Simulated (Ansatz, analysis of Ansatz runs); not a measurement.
# Migration barrier of interstitial H in bcc Nb, hop from a tetrahedral to the next tetrahedral site (PBE), part 2 of 2

Aim: the migration barrier of interstitial H in bcc Nb, hop from a tetrahedral to the next tetrahedral site, to be set beside the measurement. Set-up: PBE, 32-site cell, PBE lattice, 520 eV, k: 4x4x4 Gamma-centred. The model is a cell of 32 host atoms with 1 H put in. The barrier is the energy of the highest image of a climbing band over the relaxed site that the atom leaves. This set-up takes another basis size than the usual one.

Ansatz 0.2.0; PBE, 32-site cell, PBE lattice, 520 eV, k: 4x4x4 Gamma-centred.

So far: The starting structure; Relaxation, charge 0.

**3. Nudged elastic band**

A band of images joins the two ends; its highest image climbs to the saddle, whose energy over the site left is the barrier.

This step: plane-wave PAW DFT, PBE; nudged elastic band between two relaxed defect structures at fixed charge.

The input, neb/input.yaml:

```yaml
crystal:
  lattice:
    - [0.0, 6.61673619, 6.61673619]
    - [6.61673619, 0.0, 6.61673619]
    - [6.61673619, 6.61673619, 0.0]
  atoms:
    - { symbol: Nb, position: [-8.7693e-05, -0.000840452, 0.000840452] }
    - { symbol: Nb, position: [0.124498541, 0.12312277, 0.126924765] }
    - { symbol: Nb, position: [0.250453924, 0.249498541, 0.24812277] }
    - { symbol: Nb, position: [0.376504705, 0.373495295, 0.367058567] }
    - { symbol: Nb, position: [-0.00187723, 0.001924765, 0.500453924] }
    - { symbol: Nb, position: [0.124866178, 0.123929514, 0.626446823] }
    - { symbol: Nb, position: [0.248495295, 0.242058567, 0.757941433] }
    - { symbol: Nb, position: [0.375117912, 0.374882088, 0.876107836] }
    - { symbol: Nb, position: [-0.001070486, 0.501446823, -0.000242515] }
    - { symbol: Nb, position: [0.124307941, 0.625692059, 0.124304659] }
    - { symbol: Nb, position: [0.249882088, 0.751107836, 0.248892164] }
    - { symbol: Nb, position: [0.376446823, 0.874757485, 0.374866178] }
    - { symbol: Nb, position: [-0.001107836, 0.500117912, 0.499882088] }
    - { symbol: Nb, position: [0.117058567, 0.632941433, 0.626504705] }
    - { symbol: Nb, position: [0.248553177, 0.751070486, 0.750133822] }
    - { symbol: Nb, position: [0.374546076, 0.873075235, 0.87687723] }
    - { symbol: Nb, position: [0.500692059, -0.000695341, 0.000695341] }
    - { symbol: Nb, position: [0.625087693, 0.124912307, 0.124159548] }
    - { symbol: Nb, position: [0.749757485, 0.249866178, 0.248929514] }
    - { symbol: Nb, position: [0.876924765, 0.375453924, 0.374498541] }
    - { symbol: Nb, position: [0.500133822, 0.000242515, 0.498553177] }
    - { symbol: Nb, position: [0.626107836, 0.123892164, 0.625117912] }
    - { symbol: Nb, position: [0.750695341, 0.249307941, 0.750692059] }
    - { symbol: Nb, position: [0.875242515, 0.373553177, 0.876070486] }
    - { symbol: Nb, position: [0.500501459, 0.499546076, -0.001924765] }
    - { symbol: Nb, position: [0.626070486, 0.625133822, 0.125242515] }
    - { symbol: Nb, position: [0.750840452, 0.750087693, 0.249912307] }
    - { symbol: Nb, position: [0.874304659, 0.875695341, 0.374307941] }
    - { symbol: Nb, position: [0.507941433, 0.501504705, 0.498495295] }
    - { symbol: Nb, position: [0.62687723, 0.625501459, 0.624546076] }
    - { symbol: Nb, position: [0.748075235, 0.75187723, 0.750501459] }
    - { symbol: Nb, position: [0.874159548, 0.875840452, 0.875087693] }
    - { symbol: H, position: [0.3125, 0.4375, 0.5625] }
basis:
  ecutwfc: 520
  xc_grid: 2
hamiltonian:
  xc: pbe
kpoints:
  mp_grid: { grid: [4, 4, 4] }
scf:
  occupations: { method: methfessel_paxton, width: 0.1 }
  max_iter: 120
output:
  forces: true
neb:
  images: 3
  f_tol: 0.04
  climbing: true
  initial_path: idpp
  max_iterations: 45
  order_check: false
  final_atoms:
    - { symbol: Nb, position: [-0.000461439, -0.000574529, 0.000574529] }
    - { symbol: Nb, position: [0.125684245, 0.123243541, 0.126804487] }
[... 1 atom line left out ...]
    - { symbol: Nb, position: [0.383172438, 0.373616229, 0.366937176] }
[... 2 atom lines left out ...]
    - { symbol: Nb, position: [0.251735135, 0.242178926, 0.757821074] }
    - { symbol: Nb, position: [0.375364481, 0.373674235, 0.875949892] }
    - { symbol: Nb, position: [9.6497e-05, 0.501567515, -0.000362756] }
[... 1 atom line left out ...]
    - { symbol: Nb, position: [0.250348471, 0.751229677, 0.248770323] }
[... 1 atom line left out ...]
    - { symbol: Nb, position: [-0.00771146, 0.501625521, 0.498374479] }
    - { symbol: Nb, position: [0.123725843, 0.633062824, 0.626383771] }
    - { symbol: Nb, position: [0.249776733, 0.751998209, 0.750380908] }
[... 6 atom lines left out ...]
    - { symbol: Nb, position: [0.624988608, 0.124050108, 0.626325765] }
[... 3 atom lines left out ...]
    - { symbol: Nb, position: [0.625925893, 0.625812802, 0.124183721] }
[... 2 atom lines left out ...]
    - { symbol: Nb, position: [0.501339291, 0.500238857, 0.499761143] }
[... 3 atom lines left out ...]
    - { symbol: H, position: [0.187730489, 0.437620875, 0.562379125] }
```

Launch:

```console
$ ansatz run input.yaml --threads 4 --pin off --max-ram 14131MiB --backend cpu --events-out ev --progress --plain --runs-dir out
```

Numbers of over 12 decimals in the logs are rounded to 6 here.

Output:

```text
[...]
Warning: neb: disabling space-group detection — the band's intermediate images generally break the endpoint symmetry, so no spatial operation reduces the k-mesh or symmetrises the density, except that a semilocal band can use its path's symmetry ahead of [...]
[...]
NEB image 0
Crystal: 33 atoms, lattice volume = 579.377 Å³
Basis set: ecut = 520 eV, 15593 PW (Γ), exchange–correlation on 144×144×144 points (8 copies of the dense FFT grid, shifted against one another)
Bands: 251, of which v1, the nominal top of the filled ones, is band 209 counted from 1 (208 counted from 0)
Symmetry: 1 space group operations
k-points: 36 of 64 (time reversal used)
[...]
SCF iter   1: F=—  HF=-145689.286326 eV  |F-HF|=—  |Δ(HF+E_count)|=         —  Δρ=3.48e-3  dr2=6.19e-2  ethr=1.77e-3  ⟨swp⟩=6.4  Hψ=36237  notcnv=0
[...]
SCF iter   6: F=-145689.266013 eV  HF=-145689.266013 eV  |F-HF|=8.82e-9  |Δ(HF+E_count)|=   2.20e-7  S|Δr|=    0.00e0  Δρ=1.93e-6  dr2=2.01e-8  ethr=2.40e-11  ⟨swp⟩=4.0  Hψ=27163  notcnv=0
SCF 1 converged in 6 iterations: F = -145689.266013 eV  dr2 = 2.01e-8
[...]
NSCF: frozen V_eff on 36 k-points
NEB image 4
SCF iter   1: F=—  HF=-145689.286629 eV  |F-HF|=—  |Δ(HF+E_count)|=         —  Δρ=3.48e-3  dr2=6.18e-2  ethr=1.77e-3  ⟨swp⟩=6.5  Hψ=36542  notcnv=0
[...]
SCF iter   6: F=-145689.266014 eV  HF=-145689.266014 eV  |F-HF|=9.40e-9  |Δ(HF+E_count)|=   2.17e-7  S|Δr|=    0.00e0  Δρ=1.96e-6  dr2=2.11e-8  ethr=2.40e-11  ⟨swp⟩=4.0  Hψ=27157  notcnv=0
SCF 2 converged in 6 iterations: F = -145689.266014 eV  dr2 = 2.11e-8
[...]
NEB end point (image 0): max|allowed force component| = 1.419e-2 eV/Å (the criterion of neb.relax_end_points is 1.000e-2)
NEB end point (image 4): max|allowed force component| = 1.413e-2 eV/Å (the criterion of neb.relax_end_points is 1.000e-2)
NEB image 1
SCF iter   1: F=—  HF=-145689.154225 eV  |F-HF|=—  |Δ(HF+E_count)|=         —  Δρ=3.57e-3  dr2=8.35e-2  ethr=1.77e-3  ⟨swp⟩=6.4  Hψ=36144  notcnv=0
[...]
SCF iter   6: F=-145689.131986 eV  HF=-145689.131986 eV  |F-HF|=8.41e-9  |Δ(HF+E_count)|=   1.85e-7  S|Δr|=    0.00e0  Δρ=2.11e-6  dr2=2.42e-8  ethr=2.40e-11  ⟨swp⟩=4.0  Hψ=27222  notcnv=0
SCF 3 converged in 6 iterations: F = -145689.131986 eV  dr2 = 2.42e-8
NEB image 2
SCF iter   1: F=—  HF=-145689.039611 eV  |F-HF|=—  |Δ(HF+E_count)|=         —  Δρ=3.64e-3  dr2=1.04e-1  ethr=1.77e-3  ⟨swp⟩=6.5  Hψ=36215  notcnv=0
[...]
SCF iter   6: F=-145689.015801 eV  HF=-145689.015801 eV  |F-HF|=1.23e-8  |Δ(HF+E_count)|=   1.83e-7  S|Δr|=    0.00e0  Δρ=2.38e-6  dr2=3.20e-8  ethr=2.40e-11  ⟨swp⟩=4.0  Hψ=27216  notcnv=0
SCF 4 converged in 6 iterations: F = -145689.015801 eV  dr2 = 3.20e-8
NEB image 3
SCF iter   1: F=—  HF=-145689.154274 eV  |F-HF|=—  |Δ(HF+E_count)|=         —  Δρ=3.57e-3  dr2=8.35e-2  ethr=1.77e-3  ⟨swp⟩=6.4  Hψ=36212  notcnv=0
[...]
SCF iter   6: F=-145689.131984 eV  HF=-145689.131984 eV  |F-HF|=8.27e-9  |Δ(HF+E_count)|=   1.82e-7  S|Δr|=    0.00e0  Δρ=2.11e-6  dr2=2.42e-8  ethr=2.40e-11  ⟨swp⟩=4.0  Hψ=27221  notcnv=0
SCF 5 converged in 6 iterations: F = -145689.131984 eV  dr2 = 2.42e-8
NEB iter   1: max|band force component| = 5.479e-1 eV/Å  barrier→ = 0.2502 eV  barrier← = 0.2502 eV  Δτ_max = 0.1849 Å  (30 SCF iters)
NEB image 1
[...]
SCF iter   6: F=-145689.063912 eV  HF=-145689.063912 eV  |F-HF|=3.81e-8  |Δ(HF+E_count)|=   1.58e-7  S|Δr|=    0.00e0  Δρ=4.11e-6  dr2=9.96e-8  ethr=2.40e-11  ⟨swp⟩=3.0  Hψ=34609  notcnv=0
SCF 6 converged in 6 iterations: F = -145689.063912 eV  dr2 = 9.96e-8
NEB image 2
[...]
SCF iter   1: F=—  HF=-145689.039120 eV  |F-HF|=—  |Δ(HF+E_count)|=         —  Δρ=1.06e-2  dr2=1.69e0  ethr=3.59e-4  ⟨swp⟩=1.1  Hψ=42661  notcnv=0
eigensolver tolerance schedule calibrated: the retry pair's looser diagonalisation under-reported the residual by θ = 0.11 (0.12/decade); [...]
SCF iter   2: F=—  HF=-145688.931820 eV  |F-HF|=—  |Δ(HF+E_count)|=   1.07e-1  S|Δr|=    0.00e0  Δρ=5.99e-3  dr2=4.48e-1  ethr=2.83e-4  ⟨swp⟩=1.0  Hψ=9036  notcnv=0
[...]
SCF iter   7: F=-145688.889024 eV  HF=-145688.889024 eV  |F-HF|=1.40e-9  |Δ(HF+E_count)|=   3.35e-9  S|Δr|=    0.00e0  Δρ=9.71e-7  dr2=4.61e-9  ethr=1.68e-11  ⟨swp⟩=4.0  Hψ=25609  notcnv=0
SCF 7 converged in 7 iterations: F = -145688.889024 eV  dr2 = 4.61e-9
NEB image 3
[...]
SCF iter   6: F=-145689.063875 eV  HF=-145689.063875 eV  |F-HF|=3.80e-8  |Δ(HF+E_count)|=   1.59e-7  S|Δr|=    0.00e0  Δρ=4.11e-6  dr2=9.95e-8  ethr=2.40e-11  ⟨swp⟩=3.0  Hψ=34651  notcnv=0
SCF 8 converged in 6 iterations: F = -145689.063875 eV  dr2 = 9.95e-8
NEB iter   2: max|band force component| = 1.407e0 eV/Å  barrier→ = 0.3770 eV  barrier← = 0.3770 eV  Δτ_max = 0.0932 Å  (19 SCF iters)
NEB image 1
[...]
SCF iter   6: F=-145689.200155 eV  HF=-145689.200155 eV  |F-HF|=1.96e-8  |Δ(HF+E_count)|=   6.85e-8  S|Δr|=    0.00e0  Δρ=3.10e-6  dr2=5.43e-8  ethr=2.40e-11  ⟨swp⟩=3.0  Hψ=32480  notcnv=0
SCF 9 converged in 6 iterations: F = -145689.200155 eV  dr2 = 5.43e-8
NEB image 2
[...]
SCF iter   6: F=-145689.113373 eV  HF=-145689.113373 eV  |F-HF|=4.39e-8  |Δ(HF+E_count)|=   1.31e-7  S|Δr|=    0.00e0  Δρ=3.87e-6  dr2=9.57e-8  ethr=2.40e-11  ⟨swp⟩=3.0  Hψ=33033  notcnv=0
SCF 10 converged in 6 iterations: F = -145689.113373 eV  dr2 = 9.57e-8
NEB image 3
[...]
SCF iter   6: F=-145689.200156 eV  HF=-145689.200156 eV  |F-HF|=2.02e-8  |Δ(HF+E_count)|=   6.70e-8  S|Δr|=    0.00e0  Δρ=3.12e-6  dr2=5.51e-8  ethr=2.40e-11  ⟨swp⟩=3.0  Hψ=32565  notcnv=0
SCF 11 converged in 6 iterations: F = -145689.200156 eV  dr2 = 5.51e-8
NEB iter   3: max|band force component| = 9.599e-2 eV/Å  barrier→ = 0.1526 eV  barrier← = 0.1526 eV  CI = image 2  Δτ_max = 0.0298 Å  (18 SCF iters)
[...]
NEB iter   4: max|band force component| = 2.660e-2 eV/Å  barrier→ = 0.1452 eV  barrier← = 0.1452 eV  CI = image 2  Δτ_max = 0.0168 Å  (16 SCF iters)
NEB image 2
[...]
SCF iter   5: F=-145689.121836 eV  HF=-145689.121836 eV  |F-HF|=6.11e-9  |Δ(HF+E_count)|=   2.73e-8  S|Δr|=    0.00e0  Δρ=1.31e-6  dr2=1.18e-8  ethr=2.40e-11  ⟨swp⟩=4.0  Hψ=25878  notcnv=0
SCF 15 converged in 5 iterations: F = -145689.121836 eV  dr2 = 1.18e-8
NEB image 1
[...]
NEB image 3
[...]
NEB image 2
[...]
NEB iter   5: max|band force component| = 3.061e-2 eV/Å  barrier→ = 0.1442 eV  barrier← = 0.1442 eV  CI = image 2  Δτ_max = 0.0000 Å  (5 SCF iters)
SCF converged after 5 iterations
[...]
Free energy (F): -145689.121836 eV
[...]
Internal energy: -145689.122093 eV  (E = F + TS)
E sigma→0 (E₀):  -145689.121900 eV
Entropy (-TS):   0.000257 eV (0.008 meV/atom)
Fermi energy:    17.708023 eV
[...]
--- Forces (eV/Å), atoms counted from 1 ---
  atom   1  Nb     0.00003373    -0.00467235    -0.00862585
  atom   2  Nb     0.00557967     0.00414144    -0.00414086
  [... 1 atom left out ...]
  atom   4  Nb     0.01390127     0.00167841    -0.00167740
  [... 2 atoms left out ...]
  atom   7  Nb    -0.00010050     0.00184740    -0.00184682
  atom   8  Nb     0.00129323     0.00077187     0.00042739
  atom   9  Nb     0.00311829     0.00775352    -0.00775318
  [... 1 atom left out ...]
  atom  11  Nb    -0.00010918    -0.00465284     0.00465242
  [... 1 atom left out ...]
  atom  13  Nb    -0.00001066     0.00030758    -0.00407935
  atom  14  Nb    -0.01328468     0.00152346    -0.00152243
  [... 7 atoms left out ...]
  atom  22  Nb    -0.00127583     0.00035902     0.00052613
  [... 6 atoms left out ...]
  atom  29  Nb    -0.00001047     0.00407963    -0.00030734
  [... 3 atoms left out ...]
  atom  33  H     -0.00229681    -0.00142336     0.00142265
  max |Σ_I F_I| component: 6.52e-7 eV/Å
--- Band table (eV; the first three rows and the last of 36) ---
[...]
[... further k-points left out ...]
this run last wrote the band of iteration 5 to <dir>; this run last wrote the band within `neb.f_tol` of iteration 4 to <dir>
--- NEB band (5 images, 5 band iterations, 88 SCF iterations) ---
  forward barrier  = 0.144177 eV
  backward barrier = 0.144178 eV
  lagrangian_above_aufbau_ev (what the smearing adds, to first order; not taken off the barriers): saddle image -0.000004 eV, end points +0.004214 and +0.004213 eV
  climbing image's point = of an order that was not read
  energies are F+E_penalty+E_count in eV, relative to image 0
  image     s (Å)  Δ vs image 0  max|band force component| (eV/Å)
      0    0.0000      0.000000                                 —
      1    0.3255      0.062442                          3.061e-2
  *   2    0.6509      0.144177                          1.390e-2
      3    0.9763      0.062441                          3.060e-2
      4    1.3018     -0.000001                                 —
  climbing-image geometry (image 2):
  cell:  # Å, volume = 579.3773 Å³
    - [0.0, 6.61673619, 6.61673619]
    - [6.61673619, 0.0, 6.61673619]
    - [6.61673619, 6.61673619, 0.0]
  atoms:
    - { symbol: Nb, position: [0.002425, -0.000972, 0.000968] }
    - { symbol: Nb, position: [0.124415, 0.123812, 0.127589] }
    - { symbol: Nb, position: [0.253012, 0.247517, 0.246950] }
    - { symbol: Nb, position: [0.386504, 0.367628, 0.359595] }
    - { symbol: Nb, position: [-0.003390, 0.005495, 0.501515] }
    - { symbol: Nb, position: [0.126384, 0.125355, 0.624861] }
    - { symbol: Nb, position: [0.250113, 0.243991, 0.756014] }
    - { symbol: Nb, position: [0.373844, 0.375145, 0.874641] }
    - { symbol: Nb, position: [-0.002861, 0.502240, 0.003713] }
    - { symbol: Nb, position: [0.125013, 0.624058, 0.126871] }
    - { symbol: Nb, position: [0.250116, 0.750692, 0.249308] }
    - { symbol: Nb, position: [0.375220, 0.873128, 0.375933] }
    - { symbol: Nb, position: [0.002894, 0.499368, 0.500632] }
    - { symbol: Nb, position: [0.113711, 0.640431, 0.632378] }
    - { symbol: Nb, position: [0.247220, 0.753052, 0.752478] }
    - { symbol: Nb, position: [0.375819, 0.872409, 0.876182] }
    - { symbol: Nb, position: [0.497810, -0.000972, 0.000968] }
    - { symbol: Nb, position: [0.628934, 0.120805, 0.121557] }
    - { symbol: Nb, position: [0.752752, 0.247517, 0.246950] }
    - { symbol: Nb, position: [0.874062, 0.375404, 0.376703] }
    - { symbol: Nb, position: [0.503098, -0.003720, 0.497754] }
    - { symbol: Nb, position: [0.623631, 0.125355, 0.624861] }
    - { symbol: Nb, position: [0.750114, 0.250746, 0.749257] }
    - { symbol: Nb, position: [0.876600, 0.375145, 0.874641] }
    - { symbol: Nb, position: [0.503619, 0.498488, -0.005495] }
    - { symbol: Nb, position: [0.624289, 0.624058, 0.126871] }
    - { symbol: Nb, position: [0.750120, 0.746215, 0.253777] }
    - { symbol: Nb, position: [0.875949, 0.873128, 0.375933] }
    - { symbol: Nb, position: [0.497337, 0.499368, 0.500632] }
    - { symbol: Nb, position: [0.626175, 0.623293, 0.624587] }
    - { symbol: Nb, position: [0.747480, 0.753052, 0.752478] }
    - { symbol: Nb, position: [0.871303, 0.878440, 0.879185] }
    - { symbol: H, position: [0.250093, 0.449824, 0.550220] }
```

The job ended after 74 min (4 threads of Arm Neoverse V1, shared host; peak memory 13 GiB).

The path, image by image:

| image | path (Å) | energy (eV) | H33: x, y, z (Å) |
| --- | --- | --- | --- |
| 0 | 0.000 | 0.0000 | 6.617, 5.790, 4.963 |
| 1 | 0.326 | 0.0624 | 6.616, 5.529, 4.851 |
| 2 | 0.651 | 0.1442 | 6.617, 5.295, 4.631 |
| 3 | 0.976 | 0.0624 | 6.616, 5.075, 4.398 |
| 4 | 1.302 | 0.0000 | 6.617, 4.963, 4.138 |

Numbers from this step:

```yaml
free_energy: -145689.1218 eV
barrier_forward: 0.1442 eV
barrier_backward: 0.1442 eV
```

**4. Summary of results**

```yaml
migration_barrier_saddle_less_minimum: 0.14 eV
energy_difference_of_the_two_ends: 0.00 eV
length_of_the_hop: 1.17 Å
time_of_the_whole_chain: 86 min on 4 threads
```

In words: Migration barrier: computed 0.14 eV, measured 0.098 eV and 0.068 eV; 0.05 eV above the nearest measurement. The measured number is an Arrhenius activation energy of long-range diffusion; for H it holds zero-point energy and, in bcc metals near room temperature, tunnelling. One hop between neighbouring sites is computed at the host's lattice.

[Logs are printed without paths, hosts, clocks, repeated set-up lines and the standing remarks that a program may print on its own settings, such as how far it seeks lower states.]

[Hosts, paths, dates, database ids (printed as entryN), source tags and the programs' standing remarks are cut or masked in the printed files.]

[For some hosts the program warned that the k-mesh of the response run may be too coarse for force constants and the static dielectric constant; such warnings are not shown here.]
